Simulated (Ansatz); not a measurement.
# Decaying states in the gap of CdGa2Te2Se2

Wanted: the relaxed cell of CdGa2Te2Se2, its band edges and its decay constants. It is built by putting Te for S in the CdGa2Se2S2 structure of space group C2, with the volume rescaled by atomic radii. The parent structure comes from the Materials Project.

Program: Ansatz 0.2.0. Level of theory: r2SCAN DFT, plane waves, PAW files, in the first sound run; inputs show where later runs differ. Results are calculated unless marked as measured.

The structure was built from a prototype and need not be the compound's stable phase.

### 1. Starting point

The structure is monoclinic, space group C2 (No. 5). The conventional cell has a = 8.432 Å, b = 11.122 Å, c = 5.997 Å, α = 90.00°, β = 133.63°, γ = 90.00°. Nearest to Cd lie 2 Te at 2.70 Å and 2 Se at 2.80 Å. Nearest to Ga lie 2 Te at 2.42 Å and 2 Se at 2.55 Å. Nearest to Ga lie 2 Te at 2.42 Å and 2 Se at 2.56 Å. Nearest to Se lie 2 Ga at 2.55 to 2.56 Å and 1 Cd at 2.80 Å. Nearest to Te lie 2 Ga at 2.42 Å and 1 Cd at 2.70 Å. It derives from CdGa2Se2S2. Te for S in the CdGa2Se2S2 structure of space group C2. Farther neighbours and most contacts between anions are not listed.

### 2. Cell and atoms at rest

The substituted atoms don't fit the parent's cell, so cell and atoms relax together. A small smearing keeps the run stable in case the gap closes on the way.

input.yaml

```yaml
crystal:
  lattice:
    - [4.215835049, -5.5612007425, 0.0]
    - [4.215835049, 5.5612007425, 0.0]
    - [-4.1378973386, 0.0, 4.3413759847]
  atoms:
    - { symbol: Cd, position: [0.996323, 0.003677, 0.0] }
    - { symbol: Ga, position: [0.2542415, 0.7457585, 0.5] }
    - { symbol: Ga, position: [0.4952865, 0.5047135, 0.0] }
    - { symbol: Se, position: [0.413308, 0.139237, 0.53426] }
    - { symbol: Se, position: [0.860763, 0.586692, 0.46574] }
    - { symbol: Te, position: [0.144405, 0.414327, 0.019846] }
    - { symbol: Te, position: [0.585673, 0.855595, 0.980154] }
kpoints:
  mp_grid: { grid: [4, 4, 6] }
scf:
  occupations: { method: gaussian, width: 0.03 }
hamiltonian:
  xc: r2scan
output:
  forces: true
  stress: true
relax:
  f_tol: 0.02
  max_steps: 60
  cell: {}
```

Run with:

```console
$ ansatz run input.yaml --threads 2 --pin off --max-ram 4096MiB --backend cpu --events-out ev --progress --plain --runs-dir out
```

Numbers of over 12 decimals in the logs are rounded to 6 here.

The program printed:

```text
Engine: ansatz 0.2.0, aarch64-unknown-linux-gnu
Pseudopotentials: kind: paw
Pseudopotential: Cd, paw, valence charge 20, recommended cutoff 500 eV (meta_gga), Cd.paw.azcp
Pseudopotential: Ga, paw, valence charge 13, recommended cutoff 500 eV (meta_gga), Ga.paw.azcp
Pseudopotential: Se, paw, valence charge 16, recommended cutoff 500 eV (meta_gga), Se.paw.azcp
Pseudopotential: Te, paw, valence charge 16, recommended cutoff 500 eV (meta_gga), Te.paw.azcp
Functional definition: r2SCAN
  parameter k0 = 0.174
  parameter k1 = 0.065
  parameter a1 = 4.9479
  exchange = r2scan_x(k0 = k0, k1 = k1, a1 = a1)
  correlation = r2scan_c
Crystal: 7 atoms, lattice volume = 203.568 Å³
Basis set: ecut = 500 eV, 5145 PW (Γ), exchange–correlation on 216×216×180 points (64 copies of the dense FFT grid, shifted against one another)
Bands: 66, of which v1, the nominal top of the filled ones, is band 55 counted from 1 (54 counted from 0)
Symmetry: 2 space group operations
Space group: C2 (ITA 5), of the structure as read, at distance tolerance 5.9e-5 Å
k-points: 34 of 96 (time reversal used)
Non-local potential: Cd, projectors of the file, l = 0: 3, l = 1: 2, l = 2: 2, l = 3: 1
Non-local potential: Ga, projectors of the file, l = 0: 2, l = 1: 2, l = 2: 3, l = 3: 1
Non-local potential: Se, projectors of the file, l = 0: 2, l = 1: 2, l = 2: 3, l = 3: 1
Non-local potential: Te, projectors of the file, l = 0: 2, l = 1: 2, l = 2: 2, l = 3: 2
PAW form: soft (Blöchl's): semilocal exchange-correlation on the pseudo side does not see the compensation charge
PAW frozen core: Cd, regenerated for the run's functional (the file was generated under x = pbe(κ = 0.804, μ = 0.219515), c = pbe(β = 0.066725))
PAW frozen core: Ga, regenerated for the run's functional (the file was generated under x = pbe(κ = 0.804, μ = 0.219515), c = pbe(β = 0.066725))
PAW frozen core: Se, regenerated for the run's functional (the file was generated under x = pbe(κ = 0.804, μ = 0.219515), c = pbe(β = 0.066725))
PAW frozen core: Te, regenerated for the run's functional (the file was generated under x = pbe(κ = 0.804, μ = 0.219515), c = pbe(β = 0.066725))
PAW one-centre angular grid: Cd, 590 points (default); XC on 160 Gauss nodes
PAW one-centre angular grid: Ga, 590 points (default); XC on 160 Gauss nodes
PAW one-centre angular grid: Se, 590 points (default); XC on 160 Gauss nodes
PAW one-centre angular grid: Te, 590 points (default); XC on 160 Gauss nodes
Initial density: superposition of atomic densities (neutral atoms: chi_scale 0, normalization atom), corrected by the library's trained network
Initial wavefunctions: pseudopotential atomic-orbital guess
Functional: x = r2scan, c = r2scan; τ floored in thin density (d = 2e-4 eV/Å³)
SCF iter   1: F=—  HF=-40797.705310 eV  |F-HF|=—  |Δ(HF+E_count)|=         —  Δρ=6.25e-3  dr2=4.60e-2  dr2_τ=2.38e-2  ethr=1.77e-3  ⟨swp⟩=6.3  Hψ=8210  notcnv=0  defer=13
preconditioner: auto → Resta (q_TF=auto, 2.462 Å⁻¹)  ε∞=3.2  [insulator: Δε(μ)=1.733 eV  Ē_g=13.909 eV  σ=0.030 eV  W_gap=1.00  n_scr=60 (ndim 8)  ℏωp=20.5 eV  f_vac=0.128  D(μ)=0.00/eV (n_scr^D=0)  ε∞_Penn≈3.2]
SCF iter   2: F=—  HF=-40797.734078 eV  |F-HF|=—  |Δ(HF+E_count)|=   2.88e-2  Δρ=2.36e-3  dr2=8.18e-3  dr2_τ=5.81e-4  ethr=4.18e-5  ⟨swp⟩=2.6  Hψ=3919  notcnv=0  defer=162
SCF iter   3: F=—  HF=-40797.734909 eV  |F-HF|=—  |Δ(HF+E_count)|=   8.31e-4  Δρ=1.46e-3  dr2=2.35e-3  dr2_τ=1.02e-4  ethr=7.44e-6  ⟨swp⟩=2.0  Hψ=3272  notcnv=0  defer=94
automatic band count: iteration 3 solves 64 bands in place of 66: the levels show a gap, and the empty bands left out lie too high to hold charge; the band table lists the bands solved (type scf.n_extra_bands for more)
SCF iter   4: F=—  HF=-40797.735376 eV  |F-HF|=—  |Δ(HF+E_count)|=   4.68e-4  Δρ=2.22e-4  dr2=1.23e-4  dr2_τ=6.84e-6  ethr=2.14e-6  ⟨swp⟩=2.0  Hψ=3136  notcnv=0  defer=94
SCF iter   5: F=—  HF=-40797.735384 eV  |F-HF|=—  |Δ(HF+E_count)|=   7.51e-6  Δρ=9.31e-5  dr2=1.99e-5  dr2_τ=5.04e-7  ethr=1.12e-7  ⟨swp⟩=2.0  Hψ=3888  notcnv=0  defer=94
SCF iter   6: F=—  HF=-40797.735339 eV  |F-HF|=—  |Δ(HF+E_count)|=   4.46e-5  Δρ=2.64e-5  dr2=2.38e-6  dr2_τ=4.04e-8  ethr=1.81e-8  ⟨swp⟩=2.0  Hψ=3816  notcnv=0  defer=94
SCF iter   7: F=—  HF=-40797.735340 eV  |F-HF|=—  |Δ(HF+E_count)|=   9.80e-7  Δρ=8.96e-6  dr2=1.90e-7  dr2_τ=7.56e-9  ethr=2.16e-9  ⟨swp⟩=2.0  Hψ=3816  notcnv=0  defer=94
SCF iter   8: F=-40797.735340 eV  HF=-40797.735340 eV  |F-HF|=5.74e-9  |Δ(HF+E_count)|=   1.01e-7  Δρ=3.66e-6  dr2=2.58e-8  dr2_τ=8.44e-10  ethr=9.09e-11  ⟨swp⟩=4.4  Hψ=7940  notcnv=0
SCF 1 converged in 8 iterations: F = -40797.735340 eV  dr2 = 2.58e-8
  greatest PAW one-centre occupation: 1.001 electrons in one spin orbital (limit 2), on the Cd atom at site 0 (counted from 0), in its partial waves of l = 1
relax step   1: F+E_penalty+E_count = -40797.73534045 eV  Δ(F+E_penalty+E_count) = +0.000e0 eV  max|allowed force component| = 2.972e0 eV/Å  Δτ_max = 0.0000 Å  P = +3.235 GPa  Ω = 203.568 Å³  (8 SCF iters, dr2 threshold 1.00e-7 eV, accepted)
Crystal: 7 atoms, lattice volume = 207.219 Å³
Basis set: ecut = 500 eV, 5239 PW (Γ), exchange–correlation on 216×216×180 points (64 copies of the dense FFT grid, shifted against one another)
Initial density: handed on by an earlier stage of this run
Initial wavefunctions: those handed on with the density
iter 1 solved again at ethr=3.55e-4 eV; its pass at ethr=3.10e-3 eV (dr2=3.90e-1 eV) is discarded
SCF iter   1: F=—  HF=-40797.358319 eV  |F-HF|=—  |Δ(HF+E_count)|=         —  Δρ=1.75e-2  dr2=4.00e-1  dr2_τ=5.60e0  ethr=3.55e-4  ⟨swp⟩=1.6  Hψ=10063  notcnv=0
automatic band count: iteration 1 solves 64 bands in place of 66: the levels show a gap, and the empty bands left out lie too high to hold charge; the band table lists the bands solved (type scf.n_extra_bands for more)
preconditioner: auto → Resta (q_TF=auto, 2.455 Å⁻¹)  ε∞=3.3  [insulator: Δε(μ)=1.291 eV  Ē_g=13.264 eV  σ=0.030 eV  W_gap=1.00  n_scr=60 (ndim 8)  ℏωp=20.3 eV  f_vac=0.124  D(μ)=0.00/eV (n_scr^D=0)  ε∞_Penn≈3.3]
SCF iter   2: F=—  HF=-40798.738747 eV  |F-HF|=—  |Δ(HF+E_count)|=    1.38e0  Δρ=7.96e-3  dr2=5.36e-2  dr2_τ=4.55e-3  ethr=3.55e-4  ⟨swp⟩=3.8  Hψ=4707  notcnv=0
SCF iter   3: F=—  HF=-40798.745627 eV  |F-HF|=—  |Δ(HF+E_count)|=   6.88e-3  Δρ=2.94e-3  dr2=9.13e-3  dr2_τ=4.64e-4  ethr=4.88e-5  ⟨swp⟩=2.2  Hψ=4323  notcnv=0  defer=39
SCF iter   4: F=—  HF=-40798.751074 eV  |F-HF|=—  |Δ(HF+E_count)|=   5.45e-3  Δρ=7.32e-4  dr2=1.16e-3  dr2_τ=3.72e-5  ethr=8.30e-6  ⟨swp⟩=2.0  Hψ=3483  notcnv=0  defer=39
[...]
automatic band count: iteration 1 solves 64 bands in place of 66: the levels show a gap, and the empty bands left out lie too high to hold charge; the band table lists the bands solved (type scf.n_extra_bands for more)
preconditioner: auto → Resta (q_TF=auto, 2.459 Å⁻¹)  ε∞=3.4  [insulator: Δε(μ)=1.565 eV  Ē_g=13.255 eV  σ=0.030 eV  W_gap=1.00  n_scr=60 (ndim 8)  ℏωp=20.4 eV  f_vac=0.115  D(μ)=0.00/eV (n_scr^D=0)  ε∞_Penn≈3.4]
SCF iter   2: F=—  HF=-40798.799010 eV  |F-HF|=—  |Δ(HF+E_count)|=   4.66e-1  Δρ=3.38e-3  dr2=1.11e-2  dr2_τ=8.10e-4  ethr=5.67e-5  ⟨swp⟩=4.2  Hψ=4866  notcnv=0
SCF iter   3: F=—  HF=-40798.800324 eV  |F-HF|=—  |Δ(HF+E_count)|=   1.31e-3  Δρ=1.42e-3  dr2=2.39e-3  dr2_τ=1.12e-4  ethr=1.01e-5  ⟨swp⟩=2.2  Hψ=4358  notcnv=0
SCF iter   4: F=—  HF=-40798.801343 eV  |F-HF|=—  |Δ(HF+E_count)|=   1.02e-3  Δρ=3.29e-4  dr2=2.46e-4  dr2_τ=9.69e-6  ethr=2.17e-6  ⟨swp⟩=2.8  Hψ=4354  notcnv=0
SCF iter   5: F=—  HF=-40798.801307 eV  |F-HF|=—  |Δ(HF+E_count)|=   3.55e-5  Δρ=1.11e-4  dr2=3.15e-5  dr2_τ=5.98e-7  ethr=2.23e-7  ⟨swp⟩=2.0  Hψ=4026  notcnv=0
SCF iter   6: F=—  HF=-40798.801310 eV  |F-HF|=—  |Δ(HF+E_count)|=   3.05e-6  Δρ=4.77e-5  dr2=5.40e-6  dr2_τ=6.67e-8  ethr=2.87e-8  ⟨swp⟩=2.1  Hψ=4024  notcnv=0
SCF iter   7: F=—  HF=-40798.801311 eV  |F-HF|=—  |Δ(HF+E_count)|=   8.13e-7  Δρ=1.95e-5  dr2=7.56e-7  dr2_τ=1.98e-8  ethr=4.91e-9  ⟨swp⟩=2.1  Hψ=3441  notcnv=0
SCF iter   8: F=-40798.801311 eV  HF=-40798.801311 eV  |F-HF|=6.91e-9  |Δ(HF+E_count)|=   1.84e-7  Δρ=5.38e-6  dr2=5.50e-8  dr2_τ=1.75e-9  ethr=6.36e-10  ⟨swp⟩=5.0  Hψ=9792  notcnv=0
SCF 3 converged in 8 iterations: F = -40798.801311 eV  dr2 = 5.50e-8
relax step   3: F+E_penalty+E_count = -40798.80131065 eV  Δ(F+E_penalty+E_count) = -4.996e-2 eV  max|allowed force component| = 1.704e-1 eV/Å  Δτ_max = 0.0926 Å  P = +0.135 GPa  Ω = 204.995 Å³  energy of the carried Pulay correction = -2.753e-4 eV  (8 SCF iters, dr2 threshold 7.00e-7 eV, accepted)
[...]
relax step   4: F+E_penalty+E_count = -40798.81377518 eV  Δ(F+E_penalty+E_count) = -1.246e-2 eV  max|allowed force component| = 4.852e-2 eV/Å  Δτ_max = 0.0352 Å  P = -0.021 GPa  Ω = 206.363 Å³  energy of the carried Pulay correction = -5.375e-4 eV  (6 SCF iters, dr2 threshold 7.00e-7 eV, accepted)
[...]
relax step   5: F+E_penalty+E_count = -40798.81429984 eV  Δ(F+E_penalty+E_count) = -5.247e-4 eV  max|allowed force component| = 1.315e-2 eV/Å  Δτ_max = 0.0054 Å  P = +0.013 GPa  Ω = 206.209 Å³  energy of the carried Pulay correction = -5.081e-4 eV  (5 SCF iters, dr2 threshold 1.47e-7 eV, accepted)
[...]
relax step   6: F+E_penalty+E_count = -40798.81529379 eV  Δ(F+E_penalty+E_count) = -9.939e-4 eV  max|allowed force component| = 1.296e-2 eV/Å  Δτ_max = 0.0000 Å  P = +0.016 GPa  Ω = 206.209 Å³  stress off target by 5.28e-2 GPa  SCF on the basis re-selected at this cell (its energy is not comparable with the rows above)  (7 SCF iters)
[...]
relax step   7: F+E_penalty+E_count = -40798.81539327 eV  Δ(F+E_penalty+E_count) = -9.948e-5 eV  max|allowed force component| = 3.320e-3 eV/Å  Δτ_max = 0.0025 Å  P = -0.008 GPa  Ω = 206.319 Å³  energy of the carried Pulay correction = -2.061e-5 eV  (7 SCF iters, dr2 threshold 6.97e-9 eV, accepted)
iter 1 solved again at ethr=2.03e-7 eV; its pass at ethr=3.10e-3 eV (dr2=2.23e-4 eV) is discarded
SCF iter   1: F=—  HF=-40798.815444 eV  |F-HF|=—  |Δ(HF+E_count)|=         —  Δρ=1.29e-5  dr2=7.92e-9  dr2_τ=1.18e-8  ethr=2.03e-7  ⟨swp⟩=4.0  Hψ=14261  notcnv=0
eigensolver tolerance schedule: the retry pair's looser diagonalisation over-reported the residual by 28161.16 of it (diagonalisation noise at an unbounded share of the residual, at the tolerance the schedule requests for it); recorded, not acted on — ethr = c·dr2/N_el stays at c = 1.0e-1
preconditioner: auto → Resta (q_TF=auto, 2.457 Å⁻¹)  ε∞=3.2  [insulator: Δε(μ)=1.541 eV  Ē_g=13.681 eV  σ=0.030 eV  W_gap=1.00  n_scr=60 (ndim 8)  ℏωp=20.4 eV  f_vac=0.121  D(μ)=0.00/eV (n_scr^D=0)  ε∞_Penn≈3.2]
SCF iter   2: F=—  HF=-40798.815409 eV  |F-HF|=—  |Δ(HF+E_count)|=   3.43e-5  Δρ=6.53e-6  dr2=2.11e-9  dr2_τ=2.32e-8  ethr=7.20e-12  ⟨swp⟩=4.0  Hψ=6209  notcnv=0
SCF iter   3: F=—  HF=-40798.815410 eV  |F-HF|=—  |Δ(HF+E_count)|=   4.56e-7  Δρ=1.05e-6  dr2=1.36e-10  dr2_τ=5.98e-10  ethr=1.92e-12  ⟨swp⟩=2.0  Hψ=3278  notcnv=0
SCF iter   4: F=-40798.815410 eV  HF=-40798.815410 eV  |F-HF|=2.18e-11  |Δ(HF+E_count)|=   1.19e-8  Δρ=8.70e-8  dr2=1.91e-11  dr2_τ=1.30e-12  ethr=1.00e-12  ⟨swp⟩=5.0  Hψ=8766  notcnv=0
SCF 8 converged in 4 iterations: F = -40798.815410 eV  dr2 = 1.91e-11
relax step   8: F+E_penalty+E_count = -40798.81540988 eV  Δ(F+E_penalty+E_count) = -1.662e-5 eV  max|allowed force component| = 3.334e-3 eV/Å  Δτ_max = 0.0000 Å  P = -0.008 GPa  Ω = 206.319 Å³  stress off target by 1.74e-2 GPa  SCF on the basis re-selected at this cell (its energy is not comparable with the rows above)  (4 SCF iters)
basis re-selected at this cell: Δ(F+E_penalty+E_count) = -1.662e-5 eV, ΔP = +0.000 GPa vs the last step (what re-selecting the basis moved, of the pressure what is left beyond the Pulay correction that the steps carried, after the strain that the cell walked since its last selection, with what the two solves' SCF thresholds leave and, on support functions, any second-order correction that the steps lacked; it is no m [...]
SCF converged after 4 iterations
Free energy (F): -40798.815410 eV
Harris-Foulkes:  -40798.815410 eV  (|F-HF|=2.18e-11)
Internal energy: -40798.815410 eV  (E = F + TS)
E sigma→0 (E₀):  -40798.815410 eV
Fermi energy:    7.302322 eV
--- Per-component energies (eV) ---
  E_band       = -2119.486785
  E_kinetic    = 1331.590497
  E_local      = -16474.831364  (includes V_loc(G=0)·N_el)
  E_nonlocal   = -920.410627
  E_hartree    = 8239.904948
  E_xc         = -718.133794
  E_vxc        = -797.097022  (∫ρ·V_xc dr)
  E_paw        = -21340.089978  (= ΣΔE_a)
  E_vpaw       = -1786.086595  (= ΣTr[D̂ρ^β])
  E_aug_tail   = -0.000575  (compensation charges beyond the density's cutoff)
  E_vtau       = 47.539135  (kinetic-family band-sum trace: ∫τ·v_τ [+ j·A + Jᵃ·Aᵃ] dr)
  E_ewald      = -10912.013776
  E_core_change = -4.830740  (= ΣΔE_core)
  E_smearing   = -0.000000  (= −TS)
  E_closure    = -0.000000  (closes the sum)
  Σ components = -40798.815410   (vs F -40798.815410, Δ=0.00e0)
--- Forces (eV/Å), atoms counted from 1 ---
  atom   1  Cd     0.00000000     0.00214454     0.00000000
  atom   2  Ga     0.00000000    -0.00333386     0.00000000
  atom   3  Ga     0.00000000     0.00161856     0.00000000
  atom   4  Se     0.00055957    -0.00116234    -0.00165190
  atom   5  Se    -0.00055957    -0.00116234     0.00165190
  atom   6  Te    -0.00036734     0.00094714     0.00237708
  atom   7  Te     0.00036734     0.00094714    -0.00237708
  max |Σ_I F_I| component: 1.16e-6 eV/Å
--- Stress (GPa, compression-positive) ---
       -0.013924       0.000000      -0.004132
        0.000000       0.002888       0.000000
       -0.004132       0.000000      -0.012512
  P = ⅓ Tr σ = -0.0078 GPa (-0.078 kbar)
--- Relaxed structure (6 steps of the walk, 6 accepted, 2 SCFs on fresh bases) ---
  F+E_penalty+E_count = -40798.81540988 eV   max|allowed force component| = 3.334e-3 eV/Å   (the final SCF, on the basis selected at the relaxed cell)
  cell:  # Å, volume = 206.3188 Å³
    - [4.367810, -5.624744, -0.091534]
    - [4.367810, 5.624744, -0.091534]
    - [-4.381323, 0.0, 4.290782]
  atoms:
    - { symbol: Cd, position: [1.006543, -0.00654253, 0.0] }
    - { symbol: Ga, position: [0.242009, 0.757991, 0.500000] }
    - { symbol: Ga, position: [0.505428, 0.494572, 0.0] }
    - { symbol: Se, position: [0.398878, 0.125980, 0.537465] }
    - { symbol: Se, position: [0.874020, 0.601122, 0.462535] }
    - { symbol: Te, position: [0.107901, 0.384779, -0.033971] }
    - { symbol: Te, position: [0.615221, 0.892099, 1.033971] }
```

Wall time 4.3 min (2 threads of Arm Neoverse V2, shared host); peak memory 1.2 GiB.

Step by step:

| step | energy less that of the first step (eV) | largest force component (eV/Å) | pressure (GPa) | volume (Å³) |
| --- | --- | --- | --- | --- |
| 1 | 0.0000 | 2.9723 | 3.24 | 203.57 |
| 2 | -1.0160 | 0.2885 | -0.10 | 207.22 |
| 3 | -1.0660 | 0.1704 | 0.13 | 204.99 |
| 4 | -1.0784 | 0.0485 | -0.02 | 206.36 |
| 5 | -1.0790 | 0.0131 | 0.01 | 206.21 |
| 6* | -1.0800 | 0.0130 | 0.02 | 206.21 |
| 7 | -1.0801 | 0.0033 | -0.01 | 206.32 |
| 8* | -1.0801 | 0.0033 | -0.01 | 206.32 |

Relaxation steps marked * repeat the geometry before them on a plane-wave basis chosen anew for their cell, so energy and pressure can jump there.

Forces are held to the 2 operations that the run works with; a distortion that breaks them can't arise in this run.

```
     cell as run  before   after  change
           a (Å)   6.979   7.122  +2.1 %
           b (Å)   6.979   7.122  +2.1 %
           c (Å)   5.997   6.132  +2.3 %
           α (°)  114.63  116.56  +1.7 %
           β (°)  114.63  116.56  +1.7 %
           γ (°)  105.67  104.33  -1.3 %
volume (Å³/atom)   29.08   29.47  +1.4 %
```

The atoms that moved most (Å, as changes of fractional coordinates times the final cell):

```csv
atom,dx,dy,dz,length
Te7,0.053,0.039,0.225,0.234
Te6,-0.053,0.039,-0.225,0.234
Ga2,0.000,0.138,0.000,0.138
Se5,0.135,0.007,-0.016,0.136
Se4,-0.135,0.007,0.016,0.136
Cd1,0.000,-0.115,0.000,0.115
Ga3,0.000,-0.114,0.000,0.114
```

Final coordinates:

```cif
data_structure
_symmetry_space_group_name_H-M 'P 1'
_symmetry_Int_Tables_number 1
_cell_length_a 7.1221
_cell_length_b 7.1221
_cell_length_c 6.1324
_cell_angle_alpha 116.561
_cell_angle_beta 116.561
_cell_angle_gamma 104.327
_cell_volume 206.32
loop_
_atom_site_label
_atom_site_type_symbol
_atom_site_fract_x
_atom_site_fract_y
_atom_site_fract_z
_atom_site_occupancy
Cd1 Cd 0.00654 0.99346 0.00000 1
Ga2 Ga 0.24201 0.75799 0.50000 1
Ga3 Ga 0.50543 0.49457 0.00000 1
Se4 Se 0.39888 0.12598 0.53747 1
Se5 Se 0.87402 0.60112 0.46253 1
Te6 Te 0.10790 0.38478 0.96603 1
Te7 Te 0.61522 0.89210 0.03397 1
```

This step gave:

| Item | Value |
| --- | --- |
| free energy | -40798.8154 eV |
| Fermi energy | 7.302 eV |
| pressure | -0.007849 GPa |

The largest force component on a free atom ends at 0.0033 eV/Å.

[end of part 1 of 2]

[Logs are printed without paths, hosts, clocks, repeated set-up lines and the standing remarks that a program may print on its own settings, such as how far it seeks lower states.]

[Hosts, paths, dates, database ids (printed as entryN), source tags and the programs' standing remarks are cut or masked in the printed files.]
